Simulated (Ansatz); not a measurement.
# CsLaTeS (built on the sites of a database entry of CsLaS2): phonons and vibrational spectra

How does CsLaTeS (built on the sites of a database entry of CsLaS2) vibrate, and is this structure a minimum?

Calculated with Ansatz 0.2.0; DFT PBEsol, scalar-relativistic, plane waves, PseudoDojo norm-conserving pseudopotentials.

This is a report of a sequence of runs, with most program output left out.

The structure was built from a prototype and need not be the compound's stable phase.

In doubt: the program warns that the response may not be converged on this k-mesh (step 5), which bears on the force constants and all frequencies.

**1. The structure**

It takes space group R3m (No. 160, trigonal). The conventional cell has a = 4.397 Å, b = 4.397 Å, c = 24.665 Å, α = 90.00°, β = 90.00°, γ = 120.00°. Cs has 3 S at 3.61 Å and 3 Te at 3.61 Å nearest. La has 3 Te at 2.97 Å and 3 S at 2.97 Å nearest. Nearest to Te lie 3 La at 2.97 Å and 3 Cs at 3.61 Å. Nearest to S lie 3 La at 2.97 Å and 3 Cs at 3.61 Å. Farther neighbours and most contacts between anions are not listed.

**2. Coarse relaxation**

The start is far from rest, so a relaxation with loose tolerances brings it close first.

input.yaml reads:

```yaml
crystal:
  lattice:
    - [2.19834, 1.26921, 8.22168]
    - [-2.19834, 1.26921, 8.22168]
    - [0.0, -2.53843, 8.22168]
  atoms:
    - { symbol: Cs, position: [0.0, 0.0, 0.0] }
    - { symbol: La, position: [0.5, 0.5, 0.5] }
    - { symbol: Te, position: [0.22908551, 0.22908551, 0.22908551] }
    - { symbol: S, position: [0.77091449, 0.77091449, 0.77091449] }
kpoints:
  mp_grid: { grid: [6, 6, 6] }
hamiltonian:
  xc: pbesol
  pseudopotentials: { kind: nc, accuracy: standard }
scf:
  occupations: { method: gaussian, width: 0.1 }
output:
  forces: true
  stress: true
  eigenvalues: true
relax:
  adjacent_minimum: "off"
  f_tol: 0.05
  max_steps: 80
  cell: { stress_tol: 0.5 }
```

Started as:

```sh
$ ansatz run input.yaml --threads 8 --pin off --max-ram 14336MiB --backend cpu --events-out ev --progress --plain --runs-dir out
```

Run time: 62 s. Hardware: 8 threads of Arm Neoverse V1, shared host; peak memory 1.9 GiB.

Step by step:

| step | energy less that of the first step (eV) | largest force component (eV/Å) | pressure (GPa) | volume (Å³) |
| --- | --- | --- | --- | --- |
| 1 | 0.0000 | 2.7460 | 3.79 | 137.64 |
| 2 | -0.4740 | 0.2085 | 0.74 | 141.82 |
| 3 | -0.4847 | 0.0444 | 0.22 | 143.58 |
| 4* | -0.4849 | 0.0446 | 0.22 | 143.58 |

Relaxation steps marked * repeat the geometry before them on a plane-wave basis chosen anew for their cell, so energy and pressure can jump there.

The run keeps the 6 symmetry operations that it works with, so distortions that break them were not tested.

| conventional cell, symmetrised | before | after | change |
| --- | --- | --- | --- |
| a (Å) | 4.397 | 4.452 | +1.2 % |
| b (Å) | 4.397 | 4.452 | +1.2 % |
| c (Å) | 24.665 | 25.099 | +1.8 % |
| volume (Å³/atom) | 34.41 | 35.89 | +4.3 % |

The atoms that moved most (Å, as changes of fractional coordinates times the final cell):

| atom | dx | dy | dz | length |
| --- | --- | --- | --- | --- |
| La2 | 0.000 | 0.000 | -0.221 | 0.221 |
| Cs1 | 0.000 | 0.000 | 0.107 | 0.107 |
| Te3 | 0.000 | 0.000 | 0.106 | 0.106 |
| S4 | 0.000 | 0.000 | 0.007 | 0.007 |

Final coordinates:

```xyz
4
Lattice="2.2258 1.2851 8.3662 -2.2258 1.2851 8.3662 0.0000 -2.5701 8.3662" Properties=species:S:1:pos:R:3 pbc="T T T"
Cs    0.0000    0.0000    0.1070
La    0.0000    0.0000   12.3286
Te    0.0000    0.0000    5.8561
S     0.0000    0.0000   19.3563
```

This step gave:

| Quantity | Value |
| --- | --- |
| pressure | 0.2249 GPa |
| gap on the k-mesh | 1.530 eV |
| volume per atom | 35.89 Å³ |
| direct gap on mesh | 1.961 eV |

In this step the volume went from 34.41 to 35.89 Å³/atom.

**3. Bringing the structure to rest**

Harmonic phonons are second derivatives at a point where the forces vanish, and they are wanted at zero stress, so atoms and cell are relaxed first.

input.yaml, the sections that differ from step 2:

```yaml
crystal:
  lattice:
    - [2.2257791285, 1.2850524831, 8.3662168488]
    - [-2.2257791285, 1.2850524831, 8.3662168488]
    - [0.0, -2.570110054, 8.3662160673]
  atoms:
    - { symbol: Cs, position: [0.0042639447, 0.0042639447, 0.0042639447] }
    - { symbol: La, position: [0.4912055971, 0.4912055971, 0.4912055971] }
    - { symbol: Te, position: [0.2333216112, 0.2333216112, 0.2333216112] }
    - { symbol: S, position: [0.7712088469, 0.7712088469, 0.7712088469] }
scf:
  occupations: { method: gaussian, width: 0.02 }
relax:
  adjacent_minimum: "off"
  f_tol: 0.005
  max_steps: 80
  cell: { stress_tol: 0.05 }
# kpoints, hamiltonian, output: as in step 2
```

The job ended after 72 s (8 threads; peak memory 2 GiB; 9.2 min of CPU time).

Relaxation path:

| step | energy less that of the first step (eV) | largest force component (eV/Å) | pressure (GPa) | volume (Å³) |
| --- | --- | --- | --- | --- |
| 1 | 0.0000 | 0.0446 | 0.22 | 143.58 |
| 2 | -0.0009 | 0.0343 | -0.05 | 144.51 |
| 3 | -0.0010 | 0.0092 | -0.01 | 144.49 |
| 4 | -0.0010 | 0.0014 | 0.00 | 144.42 |
| 5* | -0.0011 | 0.0014 | 0.00 | 144.42 |

Relaxation steps marked * repeat the geometry before them on a plane-wave basis chosen anew for their cell, so energy and pressure can jump there.

Forces are held to the 6 operations that the run works with; a distortion that breaks them can't arise in this run.

| conventional cell, symmetrised | before | after | change |
| --- | --- | --- | --- |
| a (Å) | 4.452 | 4.460 | +0.2 % |
| b (Å) | 4.452 | 4.460 | +0.2 % |
| c (Å) | 25.099 | 25.154 | +0.2 % |
| volume (Å³/atom) | 35.89 | 36.11 | +0.6 % |

The atoms that moved most (Å, as changes of fractional coordinates times the final cell):

| atom | dx | dy | dz | length |
| --- | --- | --- | --- | --- |
| Cs1 | 0.000 | 0.000 | 0.013 | 0.013 |
| Te3 | 0.000 | 0.000 | -0.008 | 0.008 |
| S4 | 0.000 | 0.000 | -0.005 | 0.005 |

Final coordinates:

```xyz
4
Lattice="2.2299 1.2874 8.3845 -2.2299 1.2874 8.3845 0.0000 -2.5749 8.3845" Properties=species:S:1:pos:R:3 pbc="T T T"
Cs    0.0000    0.0000    0.1205
La    0.0000    0.0000   12.3556
Te    0.0000    0.0000    5.8609
S     0.0000    0.0000   19.3935
```

Numbers from this step:

```yaml
pressure: -0.001230 GPa
gap_on_the_k_mesh: 1.535 eV
volume_per_atom: 36.11 Å³
direct_gap_on_mesh: 1.963 eV
```

In this step the volume went from 35.89 to 36.11 Å³/atom.

**4. Relaxing to small forces for the phonons**

Phonons need a cell at rest on their own settings, so the relaxation is repeated with tight tolerances on forces and stress, using the mesh and the filling of the phonon run that follows.

input.yaml, the sections that differ from step 3:

```yaml
crystal:
  lattice:
    - [2.2298972398, 1.287430072, 8.3845242153]
    - [-2.2298972398, 1.287430072, 8.3845242153]
    - [0.0, -2.574865243, 8.3845234323]
  atoms:
    - { symbol: Cs, position: [0.0047897716, 0.0047897716, 0.0047897716] }
    - { symbol: La, position: [0.4912051926, 0.4912051926, 0.4912051926] }
    - { symbol: Te, position: [0.2330027178, 0.2330027178, 0.2330027178] }
    - { symbol: S, position: [0.771002318, 0.771002318, 0.771002318] }
scf:
  occupations: { method: fixed }
relax:
  adjacent_minimum: "off"
  f_tol: 0.001
  max_steps: 60
  cell: { stress_tol: 0.01 }
# kpoints, hamiltonian, output: as in step 3
```

Wall time 73 s (8 threads); peak memory 2 GiB; 9.2 min of CPU time.

Little changed from the start: no atom moved by 0.005 Å and no cell edge by 0.1 %.

This step gave:

```
pressure           : -7.37e-4 GPa
volume per atom    : 36.10 Å³
direct gap on mesh : 1.962 eV
```

The largest force component left is 0.46 meV/Å and the pressure is -0.001 GPa, within the tolerances set. The cell now holds 36.10 Å³/atom.

**5. Modes at Γ**

The zone centre is the only wavevector solved here; it holds the modes that light can see, as far as symmetry allows. The response to a homogeneous field gives the Born charges and the dielectric tensor.

input.yaml, the sections that differ from step 4:

```yaml
crystal:
  lattice:
    - [2.2298519943, 1.2874039495, 8.3843083621]
    - [-2.2298519943, 1.2874039495, 8.3843083621]
    - [0.0, -2.574812998, 8.3843075791]
  atoms:
    - { symbol: Cs, position: [0.0048036023, 0.0048036023, 0.0048036023] }
    - { symbol: La, position: [0.4911984364, 0.4911984364, 0.4911984364] }
    - { symbol: Te, position: [0.2330067678, 0.2330067678, 0.2330067678] }
    - { symbol: S, position: [0.7709911935, 0.7709911935, 0.7709911935] }
output:
  eigenvalues: true
phonons:
  method: dfpt
  dielectric: true
  rigid_motions: translations
# kpoints, hamiltonian, scf: as in step 4
# relax: removed
```

Elapsed: 19 min, on 8 threads; peak memory 11 GiB; 2.5 h of CPU time.

Numbers from this step:

```
sum-rule residual before enforcement                    : 1.12e-4 eV/Å²
miss of the charge sum rule                             : 0.005634 e
estimated error of the dielectric tensor                : 0.03764
estimated error of the Born charges                     : 0.04831 e
point group                                             : 3m
highest optical mode at the zone centre (no LO-TO term) : 197.7 cm⁻¹
lowest optical zone-centre mode                         : 52.04 cm⁻¹
mean high-frequency dielectric constant                 : 5.872
largest Born charge (third of the trace)                : 3.653 e
mean static dielectric constant                         : 13.31
top of the zone-centre spectrum with the field          : 228.6 cm⁻¹
```

Without the LO-TO term. Patterns of degenerate modes are one choice out of their space. Modes at Γ, with each element's share of the kinetic energy:

| mode | frequency (cm⁻¹) | symmetry | Cs % | La % | Te % | S % |
| --- | --- | --- | --- | --- | --- | --- |
| 1 | 0.0 | acoustic | 31 | 32 | 30 | 7 |
| 2 | 0.0 | acoustic | 31 | 32 | 30 | 7 |
| 3 | 0.0 | acoustic | 31 | 32 | 30 | 7 |
| 4 | 52.0 | E | 69 | 20 | 9 | 2 |
| 5 | 52.0 | E | 69 | 20 | 9 | 2 |
| 6 | 84.5 | A1 | 68 | 8 | 19 | 4 |
| 7 | 97.4 | E | 0 | 36 | 61 | 3 |
| 8 | 97.4 | E | 0 | 36 | 61 | 3 |
| 9 | 142.3 | A1 | 1 | 41 | 51 | 7 |
| 10 | 168.6 | E | 0 | 12 | 1 | 88 |
| 11 | 168.6 | E | 0 | 12 | 1 | 88 |
| 12 | 197.7 | A1 | 0 | 18 | 0 | 81 |

Displacements in mode 5 (52.0 cm⁻¹), the largest set to 1:
```
Cs1  0.00  1.00  0.00
La2  0.00 -0.53  0.00
Te3  0.00 -0.37  0.00
S4   0.00 -0.37  0.00
```

Displacements in mode 8 (97.4 cm⁻¹), the largest set to 1:
```
Cs1  0.00 -0.09  0.00
La2  0.00 -0.74  0.00
Te3  0.00  1.00  0.00
S4   0.00 -0.41  0.00
```

Optical modes at the zone centre, without and with the macroscopic field of the longitudinal modes; each column is sorted by frequency, so a row need not hold one and the same mode. Modes with and without the field, by row:

| rank among optical modes | no field (cm⁻¹) | q along (1, 0, 0) (cm⁻¹) | q along (0, 0, 1) (cm⁻¹) |
| --- | --- | --- | --- |
| 1 | 52 | 52 | 52 |
| 2 | 52 | 52.7 | 52 |
| 3 | 84.5 | 84.5 | 97.4 |
| 4 | 97.4 | 97.4 | 97.4 |
| 5 | 97.4 | 109.8 | 100.8 |
| 6 | 142.3 | 142.3 | 144.4 |
| 7 | 168.6 | 168.6 | 168.6 |
| 8 | 168.6 | 197.7 | 168.6 |
| 9 | 197.7 | 228.6 | 227.2 |

Born charge (rows field, columns displacement) (e), principal values of the symmetric part by kind of site:

| atom | atoms with these values | low | middle | high | mean |
| --- | --- | --- | --- | --- | --- |
| Cs1 | 1 | 1.08 | 1.08 | 2.08 | 1.42 |
| La2 | 1 | 1.93 | 4.52 | 4.52 | 3.65 |
| Te3 | 1 | -2.57 | -2.57 | -1.83 | -2.32 |
| S4 | 1 | -3.03 | -3.03 | -2.17 | -2.74 |

In full for Cs1:

```
1.08 0.00 0.00
0.00 1.08 0.00
0.00 0.00 2.08
```

High-frequency dielectric tensor:

```
6.36 0.00 0.00
0.00 6.36 0.00
0.00 0.00 4.90
```

Static dielectric tensor (ions relaxed, fixed cell):

```
15.23  0.00  0.00
 0.00 15.23  0.00
 0.00  0.00  9.49
```

Transverse modes. Lines of the infrared spectrum (strongest = 100):

| position (cm⁻¹) | label | relative intensity |
| --- | --- | --- |
| 52 | E | 0.9 |
| 84 | A1 | 8.3 |
| 97 | E | 28 |
| 142 | A1 | 1.4 |
| 169 | E | 100 |
| 198 | A1 | 21 |

Before it was imposed, the acoustic sum rule was missed by 1.1e-4 eV/Å² and the charge sum rule by 0.0056 e. Small misses are needed for a sound result but don't prove that mesh and cutoff are converged. The lowest optical mode is real, 52.0 cm⁻¹.

The log warns of the k mesh: “the force constants stand on the 6×6×6 k-mesh, whose period is 12.87 times the interband length at k = (0.0000, 0.0000, 0.0000), direct gap 2.386 eV, under 14: take them and everything formed from them as unconverged”.

**6. Another isotope, element S, natural mass 32.06 amu**

An isotope changes the mass and not the force constants, so no new electronic calculation is needed; the shifts show which modes move this element.

The same force constants with the mass of S changed from 32.060 to 33.968 u (phonopy, no LO-TO term). Both lists are sorted by frequency; levels can cross, so a row need not hold one and the same mode. Modes under 3 cm⁻¹ are left out. Isotope shifts, by row:

| q | rank | natural mass (cm⁻¹) | changed mass (cm⁻¹) |
| --- | --- | --- | --- |
| 0 0 0 | 4 | 52.04 | 52 |
| 0 0 0 | 5 | 52.04 | 52 |
| 0 0 0 | 6 | 84.45 | 84.35 |
| 0 0 0 | 7 | 97.4 | 97.32 |
| 0 0 0 | 8 | 97.4 | 97.32 |
| 0 0 0 | 9 | 142.3 | 142.1 |
| 0 0 0 | 10 | 168.6 | 164.4 |
| 0 0 0 | 11 | 168.6 | 164.4 |
| 0 0 0 | 12 | 197.7 | 193.2 |

A mode of this element alone would shift by -2.85 %. The highest zone-centre frequency without the field goes from 197.7 to 193.2 cm⁻¹ (-2.3 %). The product of the frequency ratios over all optical modes at Γ is 0.923; the product rule, (m/m′)^(3k/2) (M′/M)^(3/2) with k = 1 such atoms and M the mass of the cell, gives 0.923.

**7. Another isotope, element Te, natural mass 127.6 amu**

The same for Te, from 127.60 to 129.91 u.

A mode of this element alone would shift by -0.89 %. The highest zone-centre frequency without the field goes from 197.7 to 197.7 cm⁻¹ (+0.0 %). The product of the frequency ratios over all optical modes at Γ is 0.982; the product rule, (m/m′)^(3k/2) (M′/M)^(3/2) with k = 1 such atoms and M the mass of the cell, gives 0.981.

**8. What came out**

```
space group after relaxation (within 0.01 Å)            : R3m
volume per atom                                         : 36.1 Å³
gap on the k-mesh                                       : 1.53 eV
highest optical mode at the zone centre (no LO-TO term) : 198 cm⁻¹
top of the zone-centre spectrum with the field          : 229 cm⁻¹
lowest optical zone-centre mode                         : 52.0 cm⁻¹
mean high-frequency dielectric constant                 : 5.87
mean static dielectric constant                         : 13.3
largest Born charge (third of the trace)                : 3.65 e
imaginary modes at Γ (the only wavevector solved)       : none
```

**Reading.** The structure is stable against zone-centre distortions, since no mode there is imaginary; other wavevectors were not solved, so zone-boundary instabilities are untested. Without the field, the optical modes at Γ span 52 to 198 cm⁻¹. No dispersion was computed. The highest mode in this list at Γ, 197.7 cm⁻¹, is mostly motion of S (81 % of the kinetic energy). With the macroscopic field of the longitudinal modes the top of the zone-centre spectrum lies at 229 cm⁻¹, against 198 cm⁻¹ without it. Lattice motion raises the mean dielectric constant from 5.872 to 13.31. The strongest infrared line is at 169 cm⁻¹. With the field response the log warns that the k mesh is coarse for the force constants too, so the frequencies may not be converged. Spin-orbit coupling is left out, which can matter for the heavy elements here. The starting cell was built on a prototype and not taken from a measurement, so the phase need not exist. These are harmonic frequencies at zero temperature: anharmonic shifts, linewidths and thermal expansion are left out.

[Logs are printed without paths, hosts, clocks, repeated set-up lines and the standing remarks that a program may print on its own settings, such as how far it seeks lower states.]

[Hosts, paths, dates, database ids (printed as entryN), source tags and the programs' standing remarks are cut or masked in the printed files.]
